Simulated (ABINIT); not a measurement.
# Quasiparticle gap of Au2S (Pn-3m) in ABINIT

Aim: the G0W0 gap of Au2S (Pn-3m) on LDA, step by step.

Program: ABINIT 10.8.3. Level of theory: LDA and many-body steps on it, plane waves. Results are calculated unless marked as measured.

Report form: the programs' logs are mostly left out.

**1. Set-up**

It takes space group Pn-3m (No. 224, cubic). The conventional cell has a = 5.274 Å, b = 5.274 Å, c = 5.274 Å, α = 90.00°, β = 90.00°, γ = 90.00°. Nearest to S lie 4 Au at 2.28 Å. Nearest to Au lie 2 S at 2.28 Å. Farther neighbours and most contacts between anions are not listed.

Coordinates:

```cif
data_structure
_symmetry_space_group_name_H-M 'Pn-3m:1'
_symmetry_Int_Tables_number 224
_cell_length_a 5.2740
_cell_length_b 5.2740
_cell_length_c 5.2740
_cell_angle_alpha 90.000
_cell_angle_beta 90.000
_cell_angle_gamma 90.000
_cell_volume 146.70
loop_
_atom_site_label
_atom_site_type_symbol
_atom_site_symmetry_multiplicity
_atom_site_Wyckoff_symbol
_atom_site_fract_x
_atom_site_fract_y
_atom_site_fract_z
_atom_site_occupancy
S1 S 2 a 0.00000 0.00000 0.00000 1
Au1 Au 4 c 0.25000 0.25000 0.75000 1
```

The cell and positions are those that the Materials Project relaxed with its own functionals (PBE, PBE+U or r2SCAN), kept fixed. Spin-orbit coupling is left out unless a step names it.

**2. Ground state**

This step: ABINIT 10.8.3; DFT, LDA, plane waves, norm-conserving pseudopotentials.

The ground-state density comes first.

run.abi

```
acell 3*1.0 Angstrom
rprim 
  5.273982180000 0.000000000000 0.000000000000
  0.000000000000 5.273982180000 0.000000000000
  0.000000000000 0.000000000000 5.273982180000
ntypat 2
znucl 16 79
natom 6
typat 1 1 2 2 2 2
xred 
  -0.000000000000 0.000000000000 -0.000000000000
  0.500000000000 0.500000000000 0.500000000000
  0.250000000000 0.250000000000 0.750000000000
  0.750000000000 0.250000000000 0.250000000000
  0.250000000000 0.750000000000 0.250000000000
  0.750000000000 0.750000000000 0.750000000000
pp_dirpath "pseudos"
pseudos "S.upf, Au.upf"
ecut 28
ngkpt 4 4 4
nshiftk 1
shiftk 0 0 0
kptopt 1
chksymbreak 0
nband 51
occopt 1
tolvrs 1e-10
nstep 60
prtwf 0
optforces 0
optstress 0
indata_prefix "in"
outdata_prefix "out"
tmpdata_prefix "tmp"
```

Launch:

```bash
> OMP_NUM_THREADS=1 mpirun -n 8 abinit run.abi > log
```

Run time: 80 s. Hardware: 8 MPI ranks of Arm Neoverse N1, shared host; peak memory 0.68 GiB.

This step gave:

| Quantity | Value |
| --- | --- |
| total energy | -16661.5363 eV |
| gap | 1.989 eV |
| k of the valence top | 0, 0, 0 |
| k of the conduction bottom | 0, 0, 0 |
| least direct gap | 1.989 eV |

The gap is direct, at Γ.

**3. Bands along the symmetry lines**

The cheap functional maps the bands first; the places of the edges decide which points the dearer methods must see.

run.abi

```
acell 3*1.0 Angstrom
rprim 
  5.273982180000 0.000000000000 0.000000000000
  0.000000000000 5.273982180000 0.000000000000
  0.000000000000 0.000000000000 5.273982180000
ntypat 2
znucl 16 79
natom 6
typat 1 1 2 2 2 2
xred 
  -0.000000000000 0.000000000000 -0.000000000000
  0.500000000000 0.500000000000 0.500000000000
  0.250000000000 0.250000000000 0.750000000000
  0.750000000000 0.250000000000 0.250000000000
  0.250000000000 0.750000000000 0.250000000000
  0.750000000000 0.750000000000 0.750000000000
pp_dirpath "pseudos"
pseudos "S.upf, Au.upf"
ecut 28
iscf -2
irdden 1
kptopt 0
nkpt 50
kpt 
  0.00000000 0.00000000 0.00000000
  0.00000000 0.06250000 0.00000000
  0.00000000 0.12500000 0.00000000
  0.00000000 0.18750000 0.00000000
  0.00000000 0.25000000 0.00000000
  0.00000000 0.31250000 0.00000000
  0.00000000 0.37500000 0.00000000
  0.00000000 0.43750000 0.00000000
  0.00000000 0.50000000 0.00000000
  0.06250000 0.50000000 0.00000000
  0.12500000 0.50000000 0.00000000
  0.18750000 0.50000000 0.00000000
  0.25000000 0.50000000 0.00000000
  0.31250000 0.50000000 0.00000000
  0.37500000 0.50000000 0.00000000
  0.43750000 0.50000000 0.00000000
  0.50000000 0.50000000 0.00000000
  0.43750000 0.43750000 0.00000000
  0.37500000 0.37500000 0.00000000
  0.31250000 0.31250000 0.00000000
  0.25000000 0.25000000 0.00000000
  0.18750000 0.18750000 0.00000000
  0.12500000 0.12500000 0.00000000
  0.06250000 0.06250000 0.00000000
  0.00000000 0.00000000 0.00000000
  0.06250000 0.06250000 0.06250000
  0.12500000 0.12500000 0.12500000
  0.18750000 0.18750000 0.18750000
  0.25000000 0.25000000 0.25000000
  0.31250000 0.31250000 0.31250000
  0.37500000 0.37500000 0.37500000
  0.43750000 0.43750000 0.43750000
  0.50000000 0.50000000 0.50000000
  0.43750000 0.50000000 0.43750000
  0.37500000 0.50000000 0.37500000
  0.31250000 0.50000000 0.31250000
  0.25000000 0.50000000 0.25000000
  0.18750000 0.50000000 0.18750000
  0.12500000 0.50000000 0.12500000
  0.06250000 0.50000000 0.06250000
  0.00000000 0.50000000 0.00000000
  0.50000000 0.50000000 0.50000000
  0.50000000 0.50000000 0.43750000
  0.50000000 0.50000000 0.37500000
  0.50000000 0.50000000 0.31250000
  0.50000000 0.50000000 0.25000000
  0.50000000 0.50000000 0.18750000
  0.50000000 0.50000000 0.12500000
  0.50000000 0.50000000 0.06250000
  0.50000000 0.50000000 0.00000000
istwfk *1
nband 51
nbdbuf 2
tolwfr 1e-08
nstep 40
prtwf 0
prtvol 0
indata_prefix "in"
outdata_prefix "out"
tmpdata_prefix "tmp"
```

Run time: 1.9 min. Hardware: 8 MPI ranks; peak memory 0.81 GiB; 15 min of CPU time.

This step gave:

```yaml
gap: 1.989 eV
k_of_the_valence_top: 0, 0, 0
k_of_the_conduction_bottom: 0, 0, 0
least_direct_gap: 1.989 eV
```

The gap is 1.989 eV, as in the run before at this level.

Electronic bands along the path, in eV, zero at the top of the highest filled band:

| point | band 41 | band 42 | band 43 | band 44 | band 45 | band 46 | band 47 | band 48 |
| --- | --- | --- | --- | --- | --- | --- | --- | --- |
| Γ | -1.60 | 0.00 | 0.00 | 0.00 | 1.99 | 1.99 | 2.06 | 6.33 |
| halfway | -1.43 | -1.13 | -0.11 | -0.11 | 2.68 | 2.71 | 3.67 | 5.26 |
| X | -0.65 | -0.65 | -0.39 | -0.39 | 4.13 | 4.13 | 4.29 | 4.29 |
| halfway | -0.73 | -0.73 | -0.50 | -0.50 | 3.14 | 3.14 | 4.35 | 4.35 |
| M | -0.65 | -0.65 | -0.57 | -0.57 | 2.46 | 2.46 | 3.99 | 3.99 |
| halfway | -1.19 | -1.13 | -0.48 | -0.25 | 3.05 | 3.38 | 4.06 | 4.40 |
| Γ | -1.60 | 0.00 | 0.00 | 0.00 | 1.99 | 1.99 | 2.06 | 6.33 |
| halfway | -1.46 | -0.82 | -0.82 | -0.25 | 3.41 | 3.66 | 3.90 | 3.90 |
| R | -0.95 | -0.68 | -0.68 | -0.68 | 3.48 | 3.48 | 3.48 | 4.94 |
| halfway | -1.23 | -0.70 | -0.65 | -0.50 | 2.71 | 3.78 | 3.79 | 4.46 |
| X | -0.65 | -0.65 | -0.39 | -0.39 | 4.13 | 4.13 | 4.29 | 4.29 |
| jump to R | -0.95 | -0.68 | -0.68 | -0.68 | 3.48 | 3.48 | 3.48 | 4.94 |
| halfway | -0.77 | -0.77 | -0.70 | -0.66 | 2.27 | 3.81 | 3.81 | 4.13 |
| M | -0.65 | -0.65 | -0.57 | -0.57 | 2.46 | 2.46 | 3.99 | 3.99 |

**4. Empty states on the mesh, 2×2×2 mesh, 529 bands**

The sums over transitions need many empty states on a uniform mesh; this step solves for them.

run.abi

```
acell 3*1.0 Angstrom
rprim 
  5.273982180000 0.000000000000 0.000000000000
  0.000000000000 5.273982180000 0.000000000000
  0.000000000000 0.000000000000 5.273982180000
ntypat 2
znucl 16 79
natom 6
typat 1 1 2 2 2 2
xred 
  -0.000000000000 0.000000000000 -0.000000000000
  0.500000000000 0.500000000000 0.500000000000
  0.250000000000 0.250000000000 0.750000000000
  0.750000000000 0.250000000000 0.250000000000
  0.250000000000 0.750000000000 0.250000000000
  0.750000000000 0.750000000000 0.750000000000
pp_dirpath "pseudos"
pseudos "S.upf, Au.upf"
ecut 28
ngkpt 2 2 2
nshiftk 1
shiftk 0 0 0
kptopt 1
chksymbreak 0
iscf -2
irdden 1
istwfk *1
nband 529
nbdbuf 48
tolwfr 1e-09
nstep 60
prtvol 0
indata_prefix "in"
outdata_prefix "out"
tmpdata_prefix "tmp"
```

Run time: 17 min. Hardware: 8 MPI ranks; peak memory 0.86 GiB; 2.2 h of CPU time.

This step gave:

* gap: 1.989 eV
* k of the valence top: 0, 0, 0
* k of the conduction bottom: 0, 0, 0
* least direct gap: 1.989 eV
* k points computed: 4
* lowest point of the top converged band, above the valence top: 111.0491 eV

On this mesh the gap is 1.989 eV.

**5. Screening, 2×2×2 mesh, 481 bands, screening to 217.7 eV**

The RPA dielectric matrix is built and inverted for each q.

This step: RPA screening on LDA, plane waves, norm-conserving pseudopotentials.

Edit run.abi of step 4 so:

```diff
@@ -24,10 +24,11 @@
 chksymbreak 0
-iscf -2
-irdden 1
 istwfk *1
-nband 529
-nbdbuf 48
-tolwfr 1e-09
-nstep 60
-prtvol 0
+occopt 1
+irdwfk 1
+optdriver 3
+nband 481
+ecuteps 8
+inclvkb 2
+awtr 1
+symchi 1
 indata_prefix "in"
```

Run time: 11 min. Hardware: 8 MPI ranks; peak memory 5 GiB; 85 min of CPU time.

Numbers from this step:

* ε∞ with local fields, on this mesh, along the program's q direction: 10.89
* the same without local fields: 12.55
* plasma frequency: 28.76 eV
* plane waves in the screening matrix: 1045

Local fields lower ε∞ by 13 %. On a Γ-centred mesh this coarse the value itself is usually too large, while a short band sum pulls it down.

**6. Self-energy, 2×2×2 mesh, 481 bands, screening to 217.7 eV**

The self-energy is evaluated for the states that the input lists, and the levels follow from it, in one-shot runs by the linearised quasiparticle equation.

This step: G0W0 on LDA, plane waves, norm-conserving pseudopotentials.

Edit run.abi of step 5 so:

```diff
@@ -27,8 +27,15 @@
 irdwfk 1
-optdriver 3
+optdriver 4
 nband 481
+gwcalctyp 0
+ecutsigx 28
+symsigma 1
+nkptgw 1
+kptgw 
+  0.0000000000 0.0000000000 0.0000000000
+bdgw 
+  42 46
 ecuteps 8
-inclvkb 2
-awtr 1
-symchi 1
+irdscr 1
+ppmodel 1
 indata_prefix "in"
```

It took 2.7 min on 8 MPI ranks; peak memory 5.3 GiB; 22 min of CPU time.

Numbers from this step:

```
G0W0 gap on the points computed              : 2.625 eV
starting gap on the mesh                     : 1.989 eV
k of the valence top                         : 0, 0, 0
k of the conduction bottom                   : 0, 0, 0
Z at the valence top                         : 0.801
Z at the conduction bottom                   : 0.831
least direct G0W0 gap on the computed points : 2.625 eV
```

The gap on the mesh goes from 1.99 eV to 2.62 eV, a correction of +0.64 eV.

Limits: finite bands, cutoff and mesh; d shell near the gap, gap tends to lie low; no spin-orbit coupling; coarse k mesh. v1 is the top filled band, c1 the lowest empty one. The levels before and after the correction (eV, zero at the valence-band top of each column):

|  | conduction bottom | valence top |
| --- | --- | --- |
| Kohn-Sham | 1.99 | 0.00 |
| G0W0 | 2.62 | 0.00 |

|  | level | energy (eV) |
| --- | --- | --- |
| Kohn-Sham | Γ v3-v1 | 0.000 |
| Kohn-Sham | Γ c1-c2 | 1.989 |
| G0W0 | Γ v3-v1 | 0.000 |
| G0W0 | Γ c1-c2 | 2.625 |

**7. Where the time went**

Times are wall times on 8 MPI ranks of Arm Neoverse N1, shared host, good to a factor of about two.

| step | time | share | memory (GiB) |
| --- | --- | --- | --- |
| ground state | 80 s | 4 % | 0.68 |
| bands along the symmetry lines | 1.9 min | 6 % | 0.81 |
| empty states on the mesh | 17 min | 50 % | 0.86 |
| screening | 11 min | 32 % | 5.0 |
| self-energy | 2.7 min | 8 % | 5.3 |

**8. Summary of results**

```
LDA gap              : 1.99 eV, direct
G0W0 gap on the mesh : 2.62 eV
GW settings          : 2×2×2 mesh, 481 bands, screening to 217.7 eV, Godby-Needs plasmon pole
known limits         : not at the basis limit; d shell near the gap, gap tends to lie low; no spin-orbit coupling; coarse k mesh
```

**Reading.** G0W0 moves the gap on the mesh from 1.99 eV to 2.62 eV (+0.64 eV), with Z of 0.80 and 0.83 at the edges. Local fields lower the RPA ε∞ on this mesh from 12.55 to 10.89; a Γ-centred mesh this coarse tends to raise both, most where the direct gap is narrow, while a short band sum lowers them. Only 1 of the mesh's irreducible points was corrected, so a valley elsewhere could overtake. The dearest step here is «empty states on the mesh». Bands and cutoff are finite, so the gap is not at the basis limit. The miss can reach some tenths of an eV and take either sign; the mesh is an error of its own. In the G0W0 run levels were corrected at 1 k point alone, so a gap called «on the mesh» is the least over those, and an edge elsewhere would be missed. The 2×2×2 mesh is coarse for this cell, which bears on the long-range parts of exchange and screening. A d shell, filled or nearly so, lies near the gap. One-shot GW converges very slowly in bands there, not always from below, and on a semilocal start the gap tends to come out low; starts rich in exact exchange can overshoot instead. The many-body steps are scalar-relativistic: spin-orbit coupling is not in them.

[Paths, hosts, dates, memory and timing lines, banners, echoed tables and standing remarks are left out of the program output.]

[Logs are printed without paths, hosts, clocks, repeated set-up lines and the standing remarks that a program may print on its own settings, such as how far it seeks lower states.]

[Runs of the session that timed out or met a known fault of the program may be left out.]

[Hosts, paths, dates, database ids (printed as entryN), source tags and the programs' standing remarks are cut or masked in the printed files.]

[G0W0 gaps are taken among the corrected bands and points alone; a level outside them can change the order at an edge.]

[Where Ansatz stands beside ABINIT at settings called matched, ABINIT's density can come from a denser mesh and the files from another edition; pairs whose starting gaps differed by over 0.03 eV were left out, so agreement reads better than it is.]
